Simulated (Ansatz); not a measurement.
# Dielectric response of ZnS (10-10) films, part 2 of 3

How well do thin wurtzite ZnS (10-10) films screen a perpendicular field?

Ansatz 0.2.0; plane-wave DFT, PBE, Ansatz PAW (the session's first sound run).

So far, electron affinity, upper face (eV): step 2 (relaxation, 12 atoms, units 3) 3.72; step 3 (single point on the relaxed film, 12 atoms, units 3) 3.72; step 10 (relaxing the film, 16 atoms, units 4) 3.78.

**11. Single point on the relaxed film, 16 atoms, units 4**

File input.yaml:

```yaml
crystal:
  lattice:
    - [3.82, 0.0, 0.0]
    - [0.0, 6.26, 0.0]
    - [0.0, 0.0, 29.0273901415]
  atoms:
    - { symbol: Zn, position: [0.0, 0.0465835038, 0.3255663007] }
    - { symbol: S, position: [0.0, 0.3832090015, 0.3016826494] }
    - { symbol: Zn, position: [0.5, 0.4835435464, 0.3417488536] }
    - { symbol: S, position: [0.5, 0.8677560179, 0.3473364889] }
    - { symbol: Zn, position: [0.5, -0.0062947463, 0.4251669286] }
    - { symbol: S, position: [0.5, 0.3689276454, 0.4211550919] }
    - { symbol: Zn, position: [0.0, 0.4897895128, 0.4600733612] }
    - { symbol: S, position: [0.0, 0.8664855259, 0.4629307091] }
    - { symbol: Zn, position: [0.0, -0.01021049, 0.5399266379] }
    - { symbol: S, position: [0.0, 0.3664855255, 0.5370692903] }
    - { symbol: Zn, position: [0.5, 0.4937052536, 0.5748330724] }
    - { symbol: S, position: [0.5, 0.8689276459, 0.5788449072] }
    - { symbol: Zn, position: [0.5, -0.0164564578, 0.6582511475] }
    - { symbol: S, position: [0.5, 0.3677560147, 0.6526635107] }
    - { symbol: Zn, position: [0.0, 0.5465835018, 0.6744337] }
    - { symbol: S, position: [0.0, 0.8832089989, 0.6983173507] }
kpoints:
  mp_grid: { grid: [8, 4, 1] }
hamiltonian:
  xc: pbe
scf:
  occupations: { method: fixed }
  convergence: { dr2_threshold: 1.0e-09 }
efield:
  axis: 3
  dipole_correction: true
  ramp_position: 0.97
  ramp_width: 0.06
output:
  eigenvalues: true
  write_potential: true
  write_density: true
  volumetric_format: npy
  elf: true
```

Launch:

```console
$ ansatz run input.yaml --threads 4 --pin off --max-ram 8192MiB --backend cpu --events-out ev --progress --plain --runs-dir out
```

It took 43 s on 4 threads of Arm Neoverse V2, shared host; peak memory 2 GiB.

The gap is 2.20 eV, with the valence edge 5.98 eV and the conduction edge 3.78 eV under the upper vacuum level.

**12. Atoms held, 16 atoms, units 4, field 0.05 V/Å**

Changes to input.yaml since step 11:

```diff
@@ -28,3 +28,3 @@
   occupations: { method: fixed }
-  convergence: { dr2_threshold: 1.0e-09 }
+  convergence: { dr2_threshold: 1.0e-10 }
 efield:
@@ -34,4 +34,4 @@
   ramp_width: 0.06
+  amplitude: 0.05
 output:
-  eigenvalues: true
   write_potential: true
@@ -39,2 +39 @@
   volumetric_format: npy
-  elf: true
```

Run time: 51 s. Hardware: 4 threads; peak memory 1.9 GiB.

The dipole is 0.0745 e·Å, and the gap on the mesh 2.187 eV.

**13. Single point, 16 atoms, units 4, field -0.05 V/Å**

Changes to input.yaml since step 12:

```diff
@@ -34,3 +34,3 @@
   ramp_width: 0.06
-  amplitude: 0.05
+  amplitude: -0.05
 output:
```

Wall time 51 s (4 threads); peak memory 1.9 GiB.

The dipole is -0.0745 e·Å, and the gap on the mesh 2.187 eV.

**14. Response with the atoms held, 16 atoms, units 4**

This step: plane-wave DFT, PBE, Ansatz PAW; response to a field along the normal, atoms held (Ansatz 0.2.0).

Local field over the applied field, running mean. From the potentials at -0.05 and 0.05 V/Å; running mean over 3.308 Å, taken twice. Table of local field over applied field by z:

```
z (Å)  local field over applied field
  4.0                           0.977
  4.5                           0.989
  5.0                           0.973
  5.5                           0.944
  6.0                           0.896
  6.5                           0.828
  7.0                           0.741
  7.5                           0.640
  8.0                           0.533
  8.5                           0.430
  9.0                           0.340
  9.5                           0.269
 10.0                           0.220
 10.5                           0.190
 11.0                           0.174
 11.5                           0.168
 12.0                           0.167
 12.5                           0.168
 13.0                           0.169
 13.5                           0.169
 14.0                           0.169
 14.5                           0.169
 15.0                           0.169
 15.5                           0.169
 16.0                           0.169
 16.5                           0.168
 17.0                           0.167
 17.5                           0.168
 18.0                           0.174
 18.5                           0.189
 19.0                           0.218
 19.5                           0.266
 20.0                           0.336
 20.5                           0.424
 21.0                           0.527
 21.5                           0.634
 22.0                           0.736
 22.5                           0.824
 23.0                           0.893
 23.5                           0.942
 24.0                           0.972
 24.5                           0.988
```

The induced dipole is that of a conductor 11.27 Å thick.

**15. Relaxation, 24 atoms, units 6**

This step: plane-wave DFT, PBE, Ansatz PAW (Ansatz 0.2.0).

System of this step: ZnS (10-10), 6 units. The cell holds 24 atoms: 12 Zn and 12 S. Cell: a = 3.820 Å, b = 6.260 Å, c = 35.644 Å, α = 90.0°, β = 90.0°, γ = 90.0°. It derives from ZnS (wurtzite ZnS). Vacuum lies along c.

File input.yaml:

```yaml
crystal:
  lattice:
    - [3.82, 0.0, 0.0]
    - [0.0, 6.26, 0.0]
    - [0.0, 0.0, 35.6438242264]
  atoms:
    - { symbol: Zn, position: [0.0, 0.0, 0.2524981591] }
    - { symbol: S, position: [0.0, 0.375, 0.2524981591] }
    - { symbol: Zn, position: [0.5, 0.5, 0.2834358892] }
    - { symbol: S, position: [0.5, 0.875, 0.2834358892] }
    - { symbol: Zn, position: [0.5, 0.0, 0.3453113494] }
    - { symbol: S, position: [0.5, 0.375, 0.3453113494] }
    - { symbol: Zn, position: [0.0, 0.5, 0.3762490795] }
    - { symbol: S, position: [0.0, 0.875, 0.3762490795] }
    - { symbol: Zn, position: [0.0, 0.0, 0.4381245398] }
    - { symbol: S, position: [0.0, 0.375, 0.4381245398] }
    - { symbol: Zn, position: [0.5, 0.5, 0.4690622699] }
    - { symbol: S, position: [0.5, 0.875, 0.4690622699] }
    - { symbol: Zn, position: [0.5, 0.0, 0.5309377301] }
    - { symbol: S, position: [0.5, 0.375, 0.5309377301] }
    - { symbol: Zn, position: [0.0, 0.5, 0.5618754602] }
    - { symbol: S, position: [0.0, 0.875, 0.5618754602] }
    - { symbol: Zn, position: [0.0, 0.0, 0.6237509205] }
    - { symbol: S, position: [0.0, 0.375, 0.6237509205] }
    - { symbol: Zn, position: [0.5, 0.5, 0.6546886506] }
    - { symbol: S, position: [0.5, 0.875, 0.6546886506] }
    - { symbol: Zn, position: [0.5, 0.0, 0.7165641108] }
    - { symbol: S, position: [0.5, 0.375, 0.7165641108] }
    - { symbol: Zn, position: [0.0, 0.5, 0.7475018409] }
    - { symbol: S, position: [0.0, 0.875, 0.7475018409] }
kpoints:
  mp_grid: { grid: [8, 4, 1] }
hamiltonian:
  xc: pbe
scf:
  occupations: { method: fixed }
  convergence: { dr2_threshold: 1.0e-09 }
efield:
  axis: 3
  dipole_correction: true
  ramp_position: 0.97
  ramp_width: 0.06
relax:
  f_tol: 0.003
  max_steps: 100
output:
  write_potential: true
  write_density: true
  volumetric_format: npy
```

Elapsed: 7.2 min, on 4 threads; peak memory 2.8 GiB.

Relaxation path:

| step | energy less that of the first step (eV) | largest force component (eV/Å) |
| --- | --- | --- |
| 1 | 0.0000 | 1.1442 |
| 2 | -0.6764 | 0.7299 |
| 3 | -1.0009 | 0.2958 |
| 4 | -1.0566 | 0.0643 |
| 5 | -1.0604 | 0.0387 |
| 6 | -1.0612 | 0.0137 |
| 7 | -1.0613 | 0.0037 |
| 8 | -1.0613 | 0.0004 |

Forces are held to the 2 operations that the program found; a distortion that breaks them can't arise in this run.

The atoms that moved most (Å):

```csv
atom,dx,dy,dz,length
Zn1,0.000,0.309,0.407,0.511
Zn23,0.000,0.309,-0.407,0.511
S2,0.000,0.071,-0.279,0.287
S24,0.000,0.071,0.279,0.287
Zn21,0.000,-0.086,0.216,0.233
Zn3,0.000,-0.086,-0.216,0.233
S6,0.000,-0.020,-0.117,0.119
S20,0.000,-0.020,0.117,0.119
```

Running mean over 3.308 Å of the planar mean; the ramp of the sawtooth is left out. Electron's electrostatic potential energy less the highest filled level against z:

```
z (Å)  electron's electrostatic potential energy less the highest filled level (eV)
    4                                                                          5.99
    5                                                                          5.98
    6                                                                          5.90
    7                                                                          4.76
    8                                                                          1.43
    9                                                                         -1.82
   10                                                                         -2.40
   11                                                                         -2.76
   12                                                                         -2.33
   13                                                                         -2.41
   14                                                                         -2.33
   15                                                                         -2.31
   16                                                                         -2.41
   17                                                                         -2.34
   18                                                                         -2.31
   19                                                                         -2.38
   20                                                                         -2.37
   21                                                                         -2.31
   22                                                                         -2.35
   23                                                                         -2.42
   24                                                                         -2.42
   25                                                                         -2.74
   26                                                                         -2.31
   27                                                                         -1.00
   28                                                                          2.84
   29                                                                          5.41
   30                                                                          5.96
   31                                                                          5.99
   32                                                                          5.99
```

The relaxation took 8 steps and lowered the energy by 1.1 eV; the largest force on the free atoms ends at 4.4e-4 eV/Å.

The gap is 2.16 eV, with the valence edge 5.99 eV and the conduction edge 3.83 eV under the upper vacuum level.

**16. Side by side**

Times are for 4 threads of Arm Neoverse V2, shared host. The runs compared:

```csv
no.,units,gap by band count (eV),"ionisation energy, upper face (eV)","electron affinity, upper face (eV)",time,memory (GiB)
1,3,2.250,5.973,3.723,2 min,1.3
2,4,2.201,5.977,3.776,3.4 min,1.7
3,6,2.160,5.989,3.829,7.2 min,2.8
```

The runs together. Table of valence density, planar mean by z:

| z (Å) | 3 (e/Å³) | 4 (e/Å³) | 6 (e/Å³) |
| --- | --- | --- | --- |
| 5.5 | 6.1e-5 | 6.6e-5 | 7.3e-5 |
| 6.0 | 2.6e-4 | 2.8e-4 | 3.1e-4 |
| 6.5 | 0.00117 | 0.00124 | 0.00138 |
| 7.0 | 0.00511 | 0.00544 | 0.00603 |
| 7.5 | 0.0237 | 0.0250 | 0.0275 |
| 8.0 | 0.0915 | 0.0947 | 0.103 |
| 8.5 | 0.192 | 0.196 | 0.203 |
| 9.0 | 0.367 | 0.390 | 0.444 |
| 9.5 | 1.04 | 1.03 | 1.03 |
| 10.0 | 0.938 | 0.913 | 0.854 |
| 10.5 | 0.280 | 0.276 | 0.257 |
| 11.0 | 0.132 | 0.129 | 0.124 |
| 11.5 | 0.158 | 0.164 | 0.173 |
| 12.0 | 0.396 | 0.453 | 0.516 |
| 12.5 | 0.821 | 0.766 | 0.717 |
| 13.0 | 0.582 | 0.568 | 0.587 |
| 13.5 | 0.715 | 0.722 | 0.688 |
| 14.0 | 0.219 | 0.219 | 0.205 |
| 14.5 | 0.123 | 0.124 | 0.122 |
| 15.0 | 0.191 | 0.208 | 0.226 |
| 15.5 | 0.564 | 0.687 | 0.770 |
| 16.0 | 1.07 | 0.589 | 0.526 |
| 16.5 | 0.655 | 0.741 | 0.726 |
| 17.0 | 0.235 | 0.486 | 0.493 |
| 17.5 | 0.139 | 0.170 | 0.162 |
| 18.0 | 0.0440 | 0.126 | 0.132 |
| 18.5 | 0.0102 | 0.259 | 0.332 |
| 19.0 | 0.00220 | 0.877 | 0.864 |
| 19.5 | 5.1e-4 | 1.04 | 0.484 |
| 20.0 | 1.2e-4 | 0.423 | 0.850 |
| 20.5 | 2.7e-5 | 0.201 | 0.328 |
| 21.0 | 4.9e-6 | 0.101 | 0.132 |
| 21.5 | 1.7e-6 | 0.0273 | 0.163 |
| 22.0 | -1.3e-6 | 0.00595 | 0.479 |
| 22.5 | 0 | 0.00135 | 0.742 |
| 23.0 | 2.5e-6 | 3.0e-4 | 0.563 |
| 23.5 | 0 | 7.1e-5 | 0.720 |
| 24.0 | 0 | 1.6e-5 | 0.220 |
| 24.5 | 0 | 3.9e-6 | 0.123 |
| 25.0 | -1.7e-6 | 1.1e-6 | 0.198 |
| 25.5 | 0 | 0 | 0.618 |

**17. Single point on the relaxed film, 24 atoms, units 6**

File input.yaml:

```yaml
crystal:
  lattice:
    - [3.82, 0.0, 0.0]
    - [0.0, 6.26, 0.0]
    - [0.0, 0.0, 35.6438242264]
  atoms:
    - { symbol: Zn, position: [0.0, 0.0493851219, 0.2639116157] }
    - { symbol: S, position: [0.0, 0.3863416656, 0.2446840626] }
    - { symbol: Zn, position: [0.5, 0.4861941525, 0.2773675254] }
    - { symbol: S, position: [0.5, 0.8705417855, 0.2815785502] }
    - { symbol: Zn, position: [0.5, -0.0033440938, 0.3448921723] }
    - { symbol: S, position: [0.5, 0.3717735878, 0.3420336497] }
    - { symbol: Zn, position: [0.0, 0.4917094855, 0.3739284712] }
    - { symbol: S, position: [0.0, 0.8688763024, 0.3755657303] }
    - { symbol: Zn, position: [0.0, -0.0051883577, 0.4378841478] }
    - { symbol: S, position: [0.0, 0.3700799841, 0.436662822] }
    - { symbol: Zn, position: [0.5, 0.4939242977, 0.4683047713] }
    - { symbol: S, position: [0.5, 0.8697060765, 0.4692984187] }
    - { symbol: Zn, position: [0.5, -0.0060757027, 0.5316952288] }
    - { symbol: S, position: [0.5, 0.3697060762, 0.5307015814] }
    - { symbol: Zn, position: [0.0, 0.4948116416, 0.5621158522] }
    - { symbol: S, position: [0.0, 0.8700799831, 0.5633371781] }
    - { symbol: Zn, position: [0.0, -0.0082905152, 0.6260715287] }
    - { symbol: S, position: [0.0, 0.3688763017, 0.6244342698] }
    - { symbol: Zn, position: [0.5, 0.4966559058, 0.6551078276] }
    - { symbol: S, position: [0.5, 0.8717735873, 0.6579663502] }
    - { symbol: Zn, position: [0.5, -0.0138058506, 0.7226324746] }
    - { symbol: S, position: [0.5, 0.370541783, 0.7184214498] }
    - { symbol: Zn, position: [0.0, 0.5493851193, 0.7360883843] }
    - { symbol: S, position: [0.0, 0.8863416625, 0.7553159374] }
kpoints:
  mp_grid: { grid: [8, 4, 1] }
hamiltonian:
  xc: pbe
scf:
  occupations: { method: fixed }
  convergence: { dr2_threshold: 1.0e-09 }
efield:
  axis: 3
  dipole_correction: true
  ramp_position: 0.97
  ramp_width: 0.06
output:
  eigenvalues: true
  dos: { projected: true, e_range: [-7, 7] }
  write_potential: true
  write_density: true
  volumetric_format: npy
checkpoint:
  write: end6.run
  compress: false
  write_wavefunctions: false
```

Wall time 91 s (4 threads); peak memory 3.2 GiB.

Running mean over 3.308 Å of the planar mean; the ramp of the sawtooth is left out. Electron's electrostatic potential energy less the highest filled level against z:

z (Å), electron's electrostatic potential energy less the highest filled level (eV) and a bar from the least value:
```
        4       5.99 ##############################
        5       5.98 ##############################
        6       5.90 ##############################
        7       4.76 ##########################
        8       1.43 ##############
        9      -1.82 ###
       10      -2.40 #
       11      -2.76 
       12      -2.33 #
       13      -2.41 #
       14      -2.33 #
       15      -2.31 ##
       16      -2.41 #
       17      -2.34 #
       18      -2.31 ##
       19      -2.38 #
       20      -2.37 #
       21      -2.31 ##
       22      -2.35 #
       23      -2.42 #
       24      -2.42 #
       25      -2.74 
       26      -2.31 ##
       27      -1.00 ######
       28       2.84 ###################
       29       5.41 ############################
       30       5.96 ##############################
       31       5.99 ##############################
       32       5.99 ##############################
```

The gap is 2.16 eV, with the valence edge 5.99 eV and the conduction edge 3.83 eV under the upper vacuum level.

**18. Single point, 24 atoms, units 6, field 0.05 V/Å**

Changes to input.yaml since step 17:

```diff
@@ -36,3 +36,3 @@
   occupations: { method: fixed }
-  convergence: { dr2_threshold: 1.0e-09 }
+  convergence: { dr2_threshold: 1.0e-10 }
 efield:
@@ -42,5 +42,4 @@
   ramp_width: 0.06
+  amplitude: 0.05
 output:
-  eigenvalues: true
-  dos: { projected: true, e_range: [-7, 7] }
   write_potential: true
@@ -48,5 +47 @@
   volumetric_format: npy
-checkpoint:
-  write: end6.run
-  compress: false
-  write_wavefunctions: false
```

Wall time 1.8 min (4 threads); peak memory 3.2 GiB; 7.2 min of CPU time.

The dipole is 0.111 e·Å, and the gap on the mesh 2.108 eV.

**19. Atoms held, 24 atoms, units 6, field -0.05 V/Å**

Changes to input.yaml since step 18:

```diff
@@ -42,3 +42,3 @@
   ramp_width: 0.06
-  amplitude: 0.05
+  amplitude: -0.05
 output:
```

The job ended after 1.8 min (4 threads; peak memory 3.2 GiB; 7.3 min of CPU time).

The dipole is -0.111 e·Å, and the gap on the mesh 2.108 eV.

**20. Response with the atoms held, 24 atoms, units 6**

This step: plane-wave DFT, PBE, Ansatz PAW; response to a field along the normal, atoms held (Ansatz 0.2.0).

Local field over the applied field, running mean. From the potentials at -0.05 and 0.05 V/Å; running mean over 3.308 Å, taken twice. Local field over applied field against z:

```
z (Å)  local field over applied field
    4                           0.935
    5                           0.971
    6                           0.892
    7                           0.734
    8                           0.524
    9                           0.334
   10                           0.217
   11                           0.173
   12                           0.167
   13                           0.169
   14                           0.170
   15                           0.170
   16                           0.170
   17                           0.170
   18                           0.170
   19                           0.170
   20                           0.170
   21                           0.170
   22                           0.169
   23                           0.168
   24                           0.168
   25                           0.183
   26                           0.249
   27                           0.395
   28                           0.601
   29                           0.798
   30                           0.929
   31                           0.984
```

The induced dipole is that of a conductor 16.82 Å thick.

**21. Relaxing in the field, 24 atoms, units 6, field 0.05 V/Å**

This step: plane-wave DFT, PBE, Ansatz PAW (Ansatz 0.2.0).

The same pair of relaxations in the field for this thickness.

Changes to input.yaml since step 19:

```diff
@@ -42,3 +42,6 @@
   ramp_width: 0.06
-  amplitude: -0.05
+  amplitude: 0.05
+relax:
+  f_tol: 0.0006
+  max_steps: 70
 output:
```

It took 3.3 min on 4 threads; peak memory 2.8 GiB; 13 min of CPU time.

Hardly anything moved in the relaxation; the energy changed by under 0.2 meV an atom.

The relaxation took 3 steps and lowered the energy by 2.0e-4 eV; the largest force on the free atoms ends at 6.0e-4 eV/Å.

The dipole is 0.119 e·Å, and the gap on the mesh 2.134 eV.

**22. Field on, atoms free, 24 atoms, units 6, field -0.05 V/Å**

Changes to input.yaml since step 21:

```diff
@@ -42,3 +42,3 @@
   ramp_width: 0.06
-  amplitude: 0.05
+  amplitude: -0.05
 relax:
```

Elapsed: 3.2 min, on 4 threads; peak memory 2.7 GiB; 13 min of CPU time.

Hardly anything moved in the relaxation; the energy changed by under 0.2 meV an atom.

The relaxation took 3 steps and lowered the energy by 2.0e-4 eV; the largest force on the free atoms ends at 6.0e-4 eV/Å.

The dipole is -0.119 e·Å, and the gap on the mesh 2.134 eV.

(Part 2 of 3 ends here.)

[Long decimals in the printed logs are rounded to 6 places.]

[Logs are printed without paths, hosts, clocks, repeated set-up lines and the standing remarks that a program may print on its own settings, such as how far it seeks lower states.]

[Hosts, paths, dates, database ids (printed as entryN), source tags and the programs' standing remarks are cut or masked in the printed files.]

[Maps of the electrostatic potential energy from Ansatz leave out the sawtooth potential of an applied field or a dipole correction, so their vacuum need not be flat; planar profiles and work functions include it.]
